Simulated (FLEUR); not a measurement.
# 2 ML Co on Ru(0001), 3 substrate layers: from one collinear state to anisotropy

One state of 2 ML Co on Ru(0001), 3 substrate layers is converged without symmetry. Force theorems then give its anisotropy.

Program: FLEUR MaX-R8.1. Level of theory: PBE; all-electron FLAPW film, Dirac cores, scalar-relativistic bands. Results are calculated unless marked as measured.

Most raw output is cut from this account.

## 1. The structure

The cell holds 5 atoms: 3 Ru and 2 Co. Its edges and angles: a = 2.706 Å, b = 2.706 Å, c = 22.297 Å, α = 90.0°, β = 90.0°, γ = 120.0°. Pseudomorphic film, hard-sphere layer spacings, unrelaxed. Vacuum lies along c.

Structure file:

```cif
data_structure
_symmetry_space_group_name_H-M 'P 1'
_symmetry_Int_Tables_number 1
_cell_length_a 2.7058
_cell_length_b 2.7058
_cell_length_c 22.2967
_cell_angle_alpha 90.000
_cell_angle_beta 90.000
_cell_angle_gamma 120.000
_cell_volume 141.37
loop_
_atom_site_label
_atom_site_type_symbol
_atom_site_fract_x
_atom_site_fract_y
_atom_site_fract_z
_atom_site_occupancy
Ru1 Ru 0.00000 0.00000 0.31395 1
Ru2 Ru 0.66667 0.33333 0.40996 1
Ru3 Ru 0.00000 0.00000 0.50598 1
Co4 Co 0.66667 0.33333 0.59852 1
Co5 Co 0.00000 0.00000 0.68605 1
```

## 2. Self-consistent state

The force theorems are single passes in this state's potential, so it has to be converged first.

No symmetry is used, so that later steps may turn the spins freely; k and −k are joined. FLEUR takes the sheet as a true film: the images along c are dropped, heights are typed in bohr, and the vacuum on both sides is semi-infinite. inpgen writes inp.xml from crystal.txt; cutoffs, mixing, functional, smearing and local orbitals are then set in the file. The k list scf (kpts.xml, not shown) is a Γ-centred 10×10×1 mesh; where the ranks do not divide the number of points, some are split in two of half the weight.

inp.xml reads:

```
<?xml version="1.0" encoding="UTF-8" standalone="no"?>
<fleurInput fleurInputVersion="0.39">
   <comment>
      Co2Ru3
   </comment>
   <calculationSetup>
      <cutoffs Kmax="3.66" Gmax="11.0" GmaxXC="11.0" numbands="0"/>
      <scfLoop itmax="150" minDistance="0.00002" maxIterBroyd="15" imix="Anderson" alpha="0.03" precondParam="0.0" spinf="2.0" sdNocoIR="T"/>
      <coreElectrons ctail="F" frcor="F" kcrel="0" coretail_lmax="0"/>
      <xcFunctional name="pbe" relativisticCorrections="F"/>
      <magnetism jspins="2" l_noco="F" l_ss="F">
         <qss>0.0 0.0 0.0</qss>
         <mtNocoParams l_mperp="F" l_mtNocoPot="F" l_relaxSQA="F" mag_mixing_scheme="0" mix_RelaxWeightOffD="1.0" l_constrained="F" mix_constr="1.0"/>
         <sourceFreeMag l_sourceFree="F" l_scaleMag="F" mag_scale="1.0"/>
      </magnetism>
      <soc l_soc="F" theta="0.0" phi="0.0" spav="F"/>
      <expertModes spex="0" secvar="F"/>
      <geometryOptimization l_f="F" forcealpha="1.0" forcemix="BFGS" epsdisp="0.00001" epsforce="0.00001"/>
      <ldaU l_linMix="F" mixParam="0.05" spinf="1.0"/>
   </calculationSetup>
   <cell>
      <bzIntegration valenceElectrons="76.0" mode="hist" fermiSmearingEnergy="0.00183747">
         <kPointListSelection listName="scf"/>
         <xi:include xmlns:xi="http://www.w3.org/2001/XInclude" href="kpts.xml"> </xi:include>
      </bzIntegration>
      <xi:include xmlns:xi="http://www.w3.org/2001/XInclude" href="sym.xml"> </xi:include>
      <filmLattice scale="1.0" dVac="21.28" dTilda="23.78">
         <bravaisMatrixFilm>
            <row-1>    5.1132214524806576    -0.0000001170874307</row-1>
            <row-2>   -2.5566106248470737     4.4281797315674236</row-2>
         </bravaisMatrixFilm>
         <vacuumEnergyParameters vacuum="1" spinUp="-.25" spinDown="-.25"/>
         <vacuumEnergyParameters vacuum="2" spinUp="-.25" spinDown="-.25"/>
      </filmLattice>
   </cell>
   <atomSpecies>
      <species name="Ruthenium (Ru)" element="Ru" atomicNumber="44">
         <mtSphere radius="2.4" gridPoints="793" logIncrement="0.016"/>
         <atomicCutoffs lmax="10" lnonsphr="8"/>
         <electronConfig flipSpins="F">
            <coreConfig>(1s1/2) (2s1/2) (2p1/2) (2p3/2) (3s1/2) (3p1/2) (3p3/2) (4s1/2) (3d3/2) (3d5/2)</coreConfig>
            <valenceConfig>(4p1/2) (4p3/2) (5s1/2) (4d3/2) (4d5/2)</valenceConfig>
            <stateOccupation state="(5s1/2)" spinUp="0.500000" spinDown="0.500000"/>
            <stateOccupation state="(4d3/2)" spinUp="1.400000" spinDown="1.400000"/>
            <stateOccupation state="(4d5/2)" spinUp="2.100000" spinDown="2.100000"/>
         </electronConfig>
         <energyParameters s="5" p="5" d="4" f="4"/>
         <lo type="SCLO" l="1" n="4" eDeriv="0"/>
      </species>
      <species name="Cobalt (Co2.000" element="Co" atomicNumber="27">
         <mtSphere radius="2.24" gridPoints="741" logIncrement="0.016"/>
         <atomicCutoffs lmax="8" lnonsphr="6"/>
         <electronConfig flipSpins="F">
            <coreConfig>(1s1/2) (2s1/2) (2p1/2) (2p3/2)</coreConfig>
            <valenceConfig>(3s1/2) (3p1/2) (3p3/2) (4s1/2) (3d3/2) (3d5/2)</valenceConfig>
            <stateOccupation state="(3d3/2)" spinUp="1.5" spinDown="1.3"/>
            <stateOccupation state="(3d5/2)" spinUp="3.0" spinDown="1.2"/>
         </electronConfig>
         <energyParameters s="4" p="4" d="3" f="4"/>
         <lo type="SCLO" l="0" n="3" eDeriv="0"/>
         <lo type="SCLO" l="1" n="3" eDeriv="0"/>
      </species>
   </atomSpecies>
   <atomGroups>
      <atomGroup species="Ruthenium (Ru)">
         <filmPos label="                   1">.0000000000 .0000000000 -7.8392887355</filmPos>
         <force calculate="T" relaxXYZ="TTT"/>
         <nocoParams  alpha="0.0" beta="0.0"/>
      </atomGroup>
      <atomGroup species="Ruthenium (Ru)">
         <filmPos label="                   2">-1.000/3.000 1.000/3.000 -3.7937247944</filmPos>
         <force calculate="T" relaxXYZ="TTT"/>
         <nocoParams  alpha="0.0" beta="0.0"/>
      </atomGroup>
      <atomGroup species="Ruthenium (Ru)">
         <filmPos label="                   3">.0000000000 .0000000000 .2517970120</filmPos>
         <force calculate="T" relaxXYZ="TTT"/>
         <nocoParams  alpha="0.0" beta="0.0"/>
      </atomGroup>
      <atomGroup species="Cobalt (Co2.000">
         <filmPos label="                   4">-1.000/3.000 1.000/3.000 4.1509007099</filmPos>
         <force calculate="T" relaxXYZ="TTT"/>
         <nocoParams  alpha="0.0" beta="0.0"/>
      </atomGroup>
      <atomGroup species="Cobalt (Co2.000">
         <filmPos label="                   5">.0000000000 .0000000000 7.8392887355</filmPos>
         <force calculate="T" relaxXYZ="TTT"/>
         <nocoParams  alpha="0.0" beta="0.0"/>
      </atomGroup>
   </atomGroups>
   <output dos="F" band="F" slice="F">
      <bandDOS minEnergy="-.5*Htr" maxEnergy="0.5*Htr" sigma="0.015" storeEVData="T"/>
      <plotting iplot="0" polar="F">
         <plot TwoD="T" vec1="  1.0  0.0  0.0" vec2="  0.0  1.0  0.0" vec3="  0.0  0.0  1.0" zero="  0.0  0.0 -0.5" file="plot"/>
      </plotting>
      <moessbauerParams electricFieldGradient="F" isomerShift="F" coreHyperfine="F" valenceHyperfine="F"/>
   </output>
</fleurInput>
```

crystal.txt reads:

```
Co2Ru3
&input film=T cartesian=F /
2.70580026699  -0.00000006196  0.00000000000
-1.35290007984  2.34329179976  0.00000000000
0.00000000000  0.00000000000  1.00000000000
1.8897261246
1.0 1.0 1.0

5
44 0.00000000000  0.00000000000  -7.83928873553
44 0.66666666667  0.33333333333  -3.79372479438
44 0.00000000000  0.00000000000  0.25179701205
27 0.66666666667  0.33333333333  4.15090070991 : 2.000
27 0.00000000000  0.00000000000  7.83928873553 : 2.000

&kpt div1=10 div2=10 div3=1 gamma=T /
```

The run is started by

```
$ OMP_NUM_THREADS=1 inpgen -f crystal.txt -nosym -noco > inpgen.log  # inp.xml is then edited as shown
$ OMP_NUM_THREADS=1 mpirun -n 8 fleur_MPI > fleur.log
```

Wall time 6.2 min (8 MPI ranks of Arm Neoverse V2, shared host); peak memory 1.9 GiB; 50 min of CPU time.

Spin moment in the muffin-tin sphere by atom:

```tsv
atom	spin moment in the muffin-tin sphere (μB)
Ru1	0.02
Ru2	-0.02
Ru3	0.00
Co4	1.66
Co5	1.92
```

This step gave:

| Quantity | Value |
| --- | --- |
| free energy | -445788.9457 eV |
| program's band gap on this mesh (in a metal only a level spacing) | 0 eV |
| magnetization | 3.432 μB |
| final state | ferromagnetic |

After 69 cycles the largest moment stands at 1.92 μB.

## 3. Energy against the direction of the moments, rung 1

Anisotropy is a small difference, so it is taken from sums over occupied states at a frozen potential, where most errors cancel.

One pass with spin–orbit coupling for each direction, from the saved density. The k list mae (kpts.xml, not shown) is a Γ-centred 17×17×1 mesh.

inp.xml: that of step 2 with these lines changed.

```diff
@@ -6,4 +6,4 @@
    <calculationSetup>
-      <cutoffs Kmax="3.66" Gmax="11.0" GmaxXC="11.0" numbands="0"/>
-      <scfLoop itmax="150" minDistance="0.00002" maxIterBroyd="15" imix="Anderson" alpha="0.03" precondParam="0.0" spinf="2.0" sdNocoIR="T"/>
+      <cutoffs Kmax="3.66" Gmax="11.0" GmaxXC="11.0" numbands="156"/>
+      <scfLoop itmax="1" minDistance="0.00002" maxIterBroyd="15" imix="Anderson" alpha="0.03" precondParam="0.0" spinf="2.0" sdNocoIR="T"/>
       <coreElectrons ctail="F" frcor="F" kcrel="0" coretail_lmax="0"/>
@@ -15,3 +15,3 @@
       </magnetism>
-      <soc l_soc="F" theta="0.0" phi="0.0" spav="F"/>
+      <soc l_soc="T" theta="0.0" phi="0.0" spav="F"/>
       <expertModes spex="0" secvar="F"/>
@@ -22,3 +22,3 @@
       <bzIntegration valenceElectrons="76.0" mode="hist" fermiSmearingEnergy="0.00183747">
-         <kPointListSelection listName="scf"/>
+         <kPointListSelection listName="mae"/>
          <xi:include xmlns:xi="http://www.w3.org/2001/XInclude" href="kpts.xml"> </xi:include>
@@ -97,2 +97,5 @@
    </output>
+   <forceTheorem>
+      <MAE theta="0.0 1.5707963 1.5707963" phi="0.0 0.0 1.5707963"/>
+   </forceTheorem>
 </fleurInput>
```

The run is started by

```
$ OMP_NUM_THREADS=1 mpirun -n 8 fleur_MPI -warn_only > fleur.log
```

Elapsed: 99 s, on 8 MPI ranks; peak memory 2.6 GiB.

Anisotropy energies, by row:

```tsv
axis	x	y	z	band energy less the first axis' (meV a cell)
z	0	0	1	0
x	1	0	0	0.1028
y	0	1	0	0.1074
```

Shape anisotropy is not in these numbers.

## 4. Anisotropy by the force theorem, rung 2

A second rung shows how far the first can be trusted.

The k list mae (kpts.xml, not shown) is a Γ-centred 27×27×1 mesh.

inp.xml is that of step 3.

It took 4 min on 8 MPI ranks; peak memory 4.8 GiB; 32 min of CPU time.

Anisotropy energies, by row:

```tsv
axis	x	y	z	band energy less the first axis' (meV a cell)
z	0	0	1	0
x	1	0	0	0.1994
y	0	1	0	0.2005
```

## 5. Spin–orbit coupling, moments along z

Spin–orbit coupling ties the spins to the lattice and lets orbital moments form.

A new self-consistent run of the start ferro ++, with the moments along z. The k list default-1 (kpts.xml, not shown) is a Γ-centred 27×27×1 mesh.

inp.xml: that of step 2 with these lines changed.

```diff
@@ -6,12 +6,8 @@
    <calculationSetup>
-      <cutoffs Kmax="3.66" Gmax="11.0" GmaxXC="11.0" numbands="0"/>
+      <cutoffs Kmax="3.66" Gmax="11.0" GmaxXC="11.0" numbands="176"/>
       <scfLoop itmax="150" minDistance="0.00002" maxIterBroyd="15" imix="Anderson" alpha="0.03" precondParam="0.0" spinf="2.0" sdNocoIR="T"/>
-      <coreElectrons ctail="F" frcor="F" kcrel="0" coretail_lmax="0"/>
+      <coreElectrons ctail="T" frcor="F" kcrel="0" coretail_lmax="0"/>
       <xcFunctional name="pbe" relativisticCorrections="F"/>
-      <magnetism jspins="2" l_noco="F" l_ss="F">
-         <qss>0.0 0.0 0.0</qss>
-         <mtNocoParams l_mperp="F" l_mtNocoPot="F" l_relaxSQA="F" mag_mixing_scheme="0" mix_RelaxWeightOffD="1.0" l_constrained="F" mix_constr="1.0"/>
-         <sourceFreeMag l_sourceFree="F" l_scaleMag="F" mag_scale="1.0"/>
-      </magnetism>
-      <soc l_soc="F" theta="0.0" phi="0.0" spav="F"/>
+      <magnetism jspins="2"/>
+      <soc l_soc="T" theta="0.0" phi="0.0" spav="F"/>
       <expertModes spex="0" secvar="F"/>
@@ -22,3 +18,3 @@
       <bzIntegration valenceElectrons="76.0" mode="hist" fermiSmearingEnergy="0.00183747">
-         <kPointListSelection listName="scf"/>
+         <kPointListSelection listName="default-1"/>
          <xi:include xmlns:xi="http://www.w3.org/2001/XInclude" href="kpts.xml"> </xi:include>
@@ -67,3 +63,2 @@
          <force calculate="T" relaxXYZ="TTT"/>
-         <nocoParams  alpha="0.0" beta="0.0"/>
       </atomGroup>
@@ -72,3 +67,2 @@
          <force calculate="T" relaxXYZ="TTT"/>
-         <nocoParams  alpha="0.0" beta="0.0"/>
       </atomGroup>
@@ -77,3 +71,2 @@
          <force calculate="T" relaxXYZ="TTT"/>
-         <nocoParams  alpha="0.0" beta="0.0"/>
       </atomGroup>
@@ -82,3 +75,2 @@
          <force calculate="T" relaxXYZ="TTT"/>
-         <nocoParams  alpha="0.0" beta="0.0"/>
       </atomGroup>
@@ -87,3 +79,2 @@
          <force calculate="T" relaxXYZ="TTT"/>
-         <nocoParams  alpha="0.0" beta="0.0"/>
       </atomGroup>
```

crystal.txt: that of step 2 with these lines changed.

```diff
@@ -15,2 +15,3 @@
 
-&kpt div1=10 div2=10 div3=1 gamma=T /
+&soc 0.0000000 0.0000000 /
+&kpt div1=27 div2=27 div3=1 gamma=T /
```

The run is started by

```
$ OMP_NUM_THREADS=1 inpgen -f crystal.txt > inpgen.log  # inp.xml is then edited as shown
$ OMP_NUM_THREADS=1 mpirun -n 8 fleur_MPI > fleur.log
```

It took 42 min on 8 MPI ranks; peak memory 2.5 GiB.

The run was cut off at its time limit.

After 67 cycles the density distance stands at 6.2e-5 me/bohr³, above the threshold of 2e-05.

## 6. What came out

* reference state: ferromagnetic
* largest sphere moment: 1.92 μB
* easy direction of those tried: z
* energy along x less z, force theorem: 0.199 meV a primitive cell

What this shows: By the force theorem the moments prefer z; shape anisotropy is not in it, and in a film it favours the plane. The difference for the second direction goes from 0.10 meV (mesh 17×17×1, 156 states, 13 min of CPU time) to 0.20 meV (mesh 27×27×1, 156 states, 32 min), so it is not converged. The self-consistent run with spin–orbit coupling gave no result. The state was typed, and no other order was converged beside it, so it need not be the ground state. A substrate of 3 unrelaxed layers is a model; thickness and relaxation can move these numbers.

[Logs and program files are shortened in this print: banners, set-up blocks, solver, clock and traceback lines can be left out without a mark of their own.]

[Logs are printed without paths, hosts, clocks, repeated set-up lines and the standing remarks that a program may print on its own settings, such as how far it seeks lower states.]

[Hosts, paths, dates, database ids (printed as entryN), source tags and the programs' standing remarks are cut or masked in the printed files.]

[Where a cell is said to come from a database of computed structures, the database is the Materials Project.]
